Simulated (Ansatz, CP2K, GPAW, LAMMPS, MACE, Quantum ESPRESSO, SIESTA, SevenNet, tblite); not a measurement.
**Running liquid Zn23Cd15S38 at 1800 K (76 atoms) with CP2K**

Aim: run liquid Zn23Cd15S38 at 1800 K (76 atoms) in CP2K and see how near its forces come to a plane-wave reference, and at what cost.

Main program and level: CP2K 2026.2; the method is named at each step.

### Step 1. The starting structure

The cell holds 76 atoms: 23 Zn, 15 Cd and 38 S. Cell: a = 11.895 Å, b = 11.895 Å, c = 11.895 Å, α = 90.0°, β = 90.0°, γ = 90.0°. 76 atoms (23 Zn, 15 Cd, 38 S) placed at random at 4.35 g/cm³, melted at 2500 K for 10 ps at fixed volume with the Stillinger-Weber II-VI potential (Zhou et al., Phys. Rev. B 88, 085309 (2013)). Snapshot at the end of a hold of 5 ps at 1800 K and fixed volume.

The yardstick, on the same geometry:

```
method                 : Kohn-Sham DFT, PBE, SSSP efficiency 1.3.0 pseudopotentials, plane waves (Quantum ESPRESSO 7.5); sssp-pbe-1.3.0-efficiency, cutoffs 45/360 Ry, Γ point
r.m.s. force component : 0.8571 eV/Å
longest force          : 2.878 eV/Å
pressure               : -1.555 GPa
time                   : 6.1 min on 4 MPI ranks of Arm Neoverse V2, shared host
CPU time               : 24 min
```

### Step 2. PBE, DZVP-MOLOPT-SR, 800/50 Ry, diagonalisation

Method: Kohn-Sham DFT, PBE, GTH-PBE pseudopotentials, Gaussian and plane waves, DZVP-MOLOPT-SR-GTH, diagonalisation.

File input.inp:

```
&GLOBAL
  PROJECT cell
  RUN_TYPE ENERGY_FORCE
  PRINT_LEVEL LOW
&END GLOBAL
&FORCE_EVAL
  METHOD QS
  STRESS_TENSOR ANALYTICAL
  &DFT
    BASIS_SET_FILE_NAME BASIS_MOLOPT
    POTENTIAL_FILE_NAME GTH_POTENTIALS
    &MGRID
      CUTOFF 800
      REL_CUTOFF 50
      NGRIDS 5
    &END MGRID
    &QS
      EPS_DEFAULT 1.0E-12
    &END QS
    &SCF
      SCF_GUESS ATOMIC
      EPS_SCF 5.0E-06
      MAX_SCF 200
      ADDED_MOS 14
      &DIAGONALIZATION
        ALGORITHM STANDARD
      &END DIAGONALIZATION
      &SMEAR ON
        METHOD FERMI_DIRAC
        ELECTRONIC_TEMPERATURE [K] 580
      &END SMEAR
      &MIXING
        METHOD BROYDEN_MIXING
        ALPHA 0.3
        NBROYDEN 12
      &END MIXING
      &PRINT
        &RESTART OFF
        &END RESTART
      &END PRINT
    &END SCF
    &XC
      &XC_FUNCTIONAL PBE
      &END XC_FUNCTIONAL
    &END XC
    &PRINT
      &MULLIKEN ON
      &END MULLIKEN
      &HIRSHFELD ON
        SHAPE_FUNCTION DENSITY
      &END HIRSHFELD
      &MO ON
        EIGENVALUES T
        OCCUPATION_NUMBERS T
        MO_INDEX_RANGE 331 354
        &EACH
          QS_SCF 0
        &END EACH
        ADD_LAST NUMERIC
      &END MO
    &END PRINT
  &END DFT
  &SUBSYS
    &CELL
      A 11.89530 0.00000 0.00000
      B 0.00000 11.89530 0.00000
      C 0.00000 0.00000 11.89530
    &END CELL
    &TOPOLOGY
      COORD_FILE_NAME structure.xyz
      COORD_FILE_FORMAT XYZ
    &END TOPOLOGY
    &KIND Zn
      BASIS_SET DZVP-MOLOPT-SR-GTH-q12
      POTENTIAL GTH-PBE-q12
    &END KIND
    &KIND Cd
      BASIS_SET DZVP-MOLOPT-SR-GTH-q12
      POTENTIAL GTH-PBE-q12
    &END KIND
    &KIND S
      BASIS_SET DZVP-MOLOPT-SR-GTH-q6
      POTENTIAL GTH-PBE-q6
    &END KIND
  &END SUBSYS
  &PRINT
    &FORCES ON
    &END FORCES
    &STRESS_TENSOR ON
    &END STRESS_TENSOR
  &END PRINT
&END FORCE_EVAL
```

File structure.xyz:

```xyz
76

Zn 10.43551 10.29788 10.60430
Zn 0.65055 10.90525 7.36283
Zn 6.65720 11.42365 9.93377
Zn 8.71402 10.07104 1.45765
Zn 4.37033 10.23222 8.32504
Zn 11.28043 2.41284 8.68309
Zn 9.84657 6.42037 2.29972
Zn 11.00422 11.11152 4.30943
Zn 9.65898 4.35915 10.40161
Zn 0.72859 5.77445 4.31086
Zn 0.87966 11.68559 0.79496
Zn 3.63199 10.72219 0.37268
Zn 2.86344 10.35486 4.63726
Zn 2.15245 1.16966 9.80375
Zn 6.47866 0.56253 1.32728
Zn 8.33373 0.95971 11.10486
Zn 8.13876 11.85593 6.18698
Zn 1.96427 8.09356 3.08445
Zn 6.77854 2.92862 9.11525
Zn 7.13159 3.73263 1.17454
Zn 1.67248 4.24686 8.22881
Zn 9.92116 8.33979 5.35764
Zn 5.73817 11.54451 4.08485
Cd 11.06275 2.94016 1.90765
Cd 0.93925 7.17001 8.04777
Cd 4.95499 2.66383 5.05015
Cd 9.21719 8.87711 9.00748
Cd 1.45408 5.60887 0.15167
Cd 7.29753 7.09019 10.94748
Cd 6.89071 8.16351 4.44646
Cd 7.94202 4.84460 5.13675
Cd 4.51379 6.36494 6.72965
Cd 3.35091 2.83251 1.68176
Cd 11.75363 7.68329 11.56413
Cd 10.39102 3.06732 6.03032
Cd 4.30443 5.48219 10.23186
Cd 1.20440 1.84948 4.74230
Cd 4.96557 6.90796 1.49988
S 11.20549 8.33813 3.36423
S 9.85752 1.31764 3.84266
S 6.82814 7.73587 7.13885
S 4.12731 0.26312 1.88957
S 4.98330 4.63560 0.88001
S 1.63263 1.24449 7.31394
S 0.06019 4.73338 6.28238
S 7.54852 5.29888 9.10704
S 4.88968 8.62719 11.51322
S 3.55551 7.43504 8.99701
S 9.60070 6.49400 6.61188
S 5.95169 2.02375 11.14375
S 0.23910 4.26780 10.36295
S 10.25256 10.36390 6.91462
S 6.77842 10.42302 0.17010
S 4.04916 11.77421 10.06628
S 9.31164 2.76352 0.14845
S 3.87680 3.37755 9.00534
[... 16 atom lines left out ...]
S 10.22151 11.67012 0.78592
S 8.36347 9.88190 4.05772
S 6.71192 10.81592 7.68115
S 1.03489 11.32004 3.23314
```

Command:

```
> OMP_NUM_THREADS=2 cp2k.psmp -i input.inp > output.txt
```

Numbers of over 12 decimals in the logs are rounded to 6 here.

What it wrote:

```text
CP2K| version string:                                       CP2K version 2026.2
 CP2K| Input file name                                                 input.inp
 GLOBAL| Basis set file name                                        BASIS_MOLOPT
 GLOBAL| Potential file name                                      GTH_POTENTIALS
 GLOBAL| Run type                                                   ENERGY_FORCE
 GLOBAL| Total number of message passing processes                             1
 GLOBAL| Number of threads for this process                                    2
 TOTAL NUMBERS AND MAXIMUM NUMBERS
  Total number of            - Atomic kinds:                                   3
                             - Atoms:                                         76
                             - Shell sets:                                    76
                             - Shells:                                       456
                             - Primitive Cartesian functions:                365
                             - Cartesian basis functions:                   1672
                             - Spherical basis functions:                   1444
  Maximum angular momentum of- Orbital basis functions:                        3
                             - Local part of the GTH pseudopotential:          0
                             - Non-local part of the GTH pseudopotential:      4
 SCF PARAMETERS         Density guess:                                    ATOMIC
                        max_scf:                                             200
                        eps_scf:                                        5.00E-06
                        added MOs                                        14    0
                        Mixing method:                            BROYDEN_MIXING
                                                charge density mixing in g-space
                        Smear method:                                FERMI_DIRAC
                        Electronic temperature [K]:                        580.0
                        Electronic temperature [a.u.]:                  1.84E-03
                        Accuracy threshold:                             1.00E-10
 Extrapolation method: initial_guess
 Number of electrons:                                                        684
 Number of occupied orbitals:                                                342
 Number of molecular orbitals:                                               356
 Number of orbital functions:                                               1444
 Number of independent orbital functions:                                   1444
 SCF WAVEFUNCTION OPTIMIZATION
  Step     Update method      Time    Convergence         Total energy    Change
     1 NoMix/Diag. 0.30E+00    8.4     1.67047170     -2473.9998371750 -2.47E+03
     2 Broy./Diag. 0.30E+00   10.7     0.54170265     -2467.6636394490  6.34E+00
     3 Broy./Diag. 0.30E+00   10.9     0.51365949     -2471.1382595603 -3.47E+00
     4 Broy./Diag. 0.30E+00   10.8     0.45885000     -2472.6799356034 -1.54E+00
[...]
16 Broy./Diag. 0.30E+00   11.6     0.00004482     -2471.6271856430  1.42E-04
    17 Broy./Diag. 0.30E+00   11.7     0.00000227     -2471.6271955354 -9.89E-06
  *** SCF run converged in    17 steps ***
  Electronic density on regular grids:       -683.9999999997        0.0000000003
  Core density on regular grids:              683.9999999992       -0.0000000008
  Total charge density on r-space grids:       -0.0000000005
  Total charge density g-space grids:          -0.0000000005
  Overlap energy of the core charge distribution:               9.15589e-08
  Self energy of the core charge distribution:              -3858.642984
  Core Hamiltonian energy:                                   1151.303576
  Hartree energy:                                             627.175938
  Exchange-correlation energy:                               -391.455963
  Electronic entropic energy:                                  -0.00776339
  Fermi energy:                                                 0.143764
  Total energy:                                             -2471.627196
  Total energy (extrapolated to T->0):                      -2471.623314
 MO| EIGENVALUES AND OCCUPATION NUMBERS
 MO|
 MO|  Index      Eigenvalue [a.u.]        Eigenvalue [eV]             Occupation
 MO|    331               0.112021               3.048255               2.000000
 MO|    332               0.114686               3.120762               2.000000
 MO|    333               0.116819               3.178799               1.999999
[...]
MO|    353               0.194117               5.282186               0.000000
 MO|    354               0.197978               5.387257               0.000000
 MO| Sum:                                                             684.000000
 MO| E(Fermi):            0.143764 a.u.          3.912023 eV
 !-----------------------------------------------------------------------------!
                     Mulliken Population Analysis
 #  Atom  Element  Kind  Atomic population                           Net charge
       1     Zn       1         12.063038                             -0.063038
       2     Zn       1         12.047693                             -0.047693
       3     Zn       1         12.098096                             -0.098096
[...]
75     S        3          5.805106                              0.194894
      76     S        3          5.862615                              0.137385
 # Total charge                            684.000000                  0.000000
 !-----------------------------------------------------------------------------!
 !-----------------------------------------------------------------------------!
                           Hirshfeld Charges
  #Atom  Element  Kind  Ref Charge     Population                    Net charge
      1       Zn     1      12.000         11.834                         0.166
      2       Zn     1      12.000         11.759                         0.241
      3       Zn     1      12.000         11.753                         0.247
[...]
75       S      3       6.000          6.240                        -0.240
     76       S      3       6.000          6.243                        -0.243
  Total Charge                                                            0.000
 !-----------------------------------------------------------------------------!
 ENERGY| Total FORCE_EVAL ( QS ) energy [hartree]          -2471.627197
 FORCES| Atomic forces [hartree/bohr]
 FORCES|   Atom     x               y               z               |f|
 FORCES|      1  1.87798633E-02  3.66696288E-02  1.90106651E-02   4.53734540E-02
 FORCES|      2  6.99082887E-03 -1.05012351E-03  7.99403020E-03   1.06714088E-02
 FORCES|      3 -1.15114173E-02  5.29506531E-04 -8.36886979E-03   1.42418779E-02
[...]
FORCES|     75 -1.07850254E-02 -1.40134505E-02  3.27123135E-02   3.71858712E-02
 FORCES|     76  2.47049692E-02  9.97697040E-03  2.25630111E-02   3.49136780E-02
 FORCES| Sum    -2.88955652E-04 -3.97929502E-05 -3.11959002E-03
 FORCES| Total atomic force                                       3.13319657E-03
 STRESS| Analytical stress tensor [bar]
 STRESS|                        x                   y                   z
 STRESS|      x       -1.36734745585E+04   1.71570131292E+03   7.20350125509E+03
 STRESS|      y        1.71570131292E+03   8.88902992947E+03  -1.25552147828E+03
 STRESS|      z        7.20350125509E+03  -1.25552147828E+03  -1.22956769741E+04
 STRESS| 1/3 Trace                                            -5.69337386773E+03
```

Run time: 3.8 min. Hardware: 2 threads of Arm Neoverse V2, shared host; peak memory 8.1 GiB; 6.6 min of CPU time.

Banners, paths, timers and routine set-up lines are dropped from the logs unmarked, and long logs keep their key lines alone; longer cuts are marked.

Compared with the plane-wave run:

```yaml
r_m_s_force_component: 0.8829 eV/Å
r_m_s_difference_of_force_components: 51.29 meV/Å
longest_difference_of_force_vectors: 197.1 meV/Å
force_difference_over_r_m_s_force: 5.984 %
slope_of_forces_against_the_reference_s: 1.029
correlation_of_force_components: 0.9987
pressure: -0.5693 GPa
pressure_difference: 0.986 GPa
```

Length of the force difference by element (eV/Å):

```csv
element,atoms,mean,most
Cd,15,0.100,0.17
S,38,0.084,0.20
Zn,23,0.052,0.075
```

The surroundings of S54, picked at random, nearest first, numbered as they follow in the input and with coordinates relative to it.

```
atom      x      y      z  distance (Å)  bonds  Hirshfeld charge (e)     Fx     Fy  Fz (eV/Å)
 S54   0.00   0.00   0.00          0.00      4                 -0.23   0.37  -1.35       0.01
Zn14  -1.90   1.29  -0.26          2.31      4                  0.29  -0.02   0.23       0.15
 Zn5   0.32  -1.54  -1.74          2.35      2                  0.34  -0.64   0.09      -0.76
Zn12  -0.42  -1.05   2.20          2.48      4                  0.26   0.06  -1.02      -1.34
 Zn3   2.61  -0.35  -0.13          2.63      3                  0.25  -0.59   0.03      -0.43
 S50   1.90   2.14   1.08          3.06      3                 -0.24   1.41  -0.09      -0.37
 S60  -3.17  -0.98   0.18          3.33      3                 -0.30  -0.49   0.08      -0.71
 S47   0.84  -3.15   1.45          3.56      3                 -0.23   0.71  -1.14      -0.04
 S53   2.73  -1.35   2.00          3.64      3                 -0.19   0.59   0.90      -0.08
 S56  -0.17   3.50  -1.06          3.66      2                 -0.29  -1.78  -0.02      -0.24
 S75   2.66  -0.96  -2.39          3.70      3                 -0.24  -0.55  -0.72       1.68
 S42   0.08   0.38   3.72          3.74      3                 -0.29   0.91   1.27       1.26
```

Forces lie 6.0 % from the reference's, at 0.27 times its CPU time (on 2 against 4 cores).

### Step 3. Results

```json
{
 "force difference from the reference": "CP2K PBE, DZVP-MOLOPT-SR, 800/50 Ry, diagonalisation, 6.0 %",
 "its CPU time": "6.6 min"
}
```

What this shows: The PBE run in local orbitals differs by 6.0 % (CP2K PBE, DZVP-MOLOPT-SR, 800/50 Ry, diagonalisation); basis, grid and potentials can all enter. One electronic-structure run takes under half the reference's CPU time: CP2K PBE, DZVP-MOLOPT-SR, 800/50 Ry, diagonalisation, at 6.0 % in 6.6 min against 24 min. The potentials hold different valence shells: 868 electrons in the reference, 684 in CP2K with DZVP-MOLOPT-SR; this bears on time and differences. The reference's pressure holds the uncorrected Pulay stress of its 45 Ry basis, so small pressure differences, and their order, may be the reference's own error. The frame stands for 1800 K, but pressures are static and levels are smeared at 580 K, under the temperature of the frame, which matters where levels are partly filled. The network of bonds at the start is that of the classical potential that made the cell, and needn't be the one that DFT or experiment would give. The electronic-structure runs sample only Γ, in a cell whose shortest periodic width is 12 Å, which is coarse for a cell with partly filled levels.

[Also dropped from logs without a mark: logging warnings of Python, and SIESTA's first energy breakdown and zero terms.]

[Logs are printed without paths, hosts, clocks, repeated set-up lines and the standing remarks that a program may print on its own settings, such as how far it seeks lower states.]

[Hosts, paths, dates, database ids (printed as entryN), source tags and the programs' standing remarks are cut or masked in the printed files.]
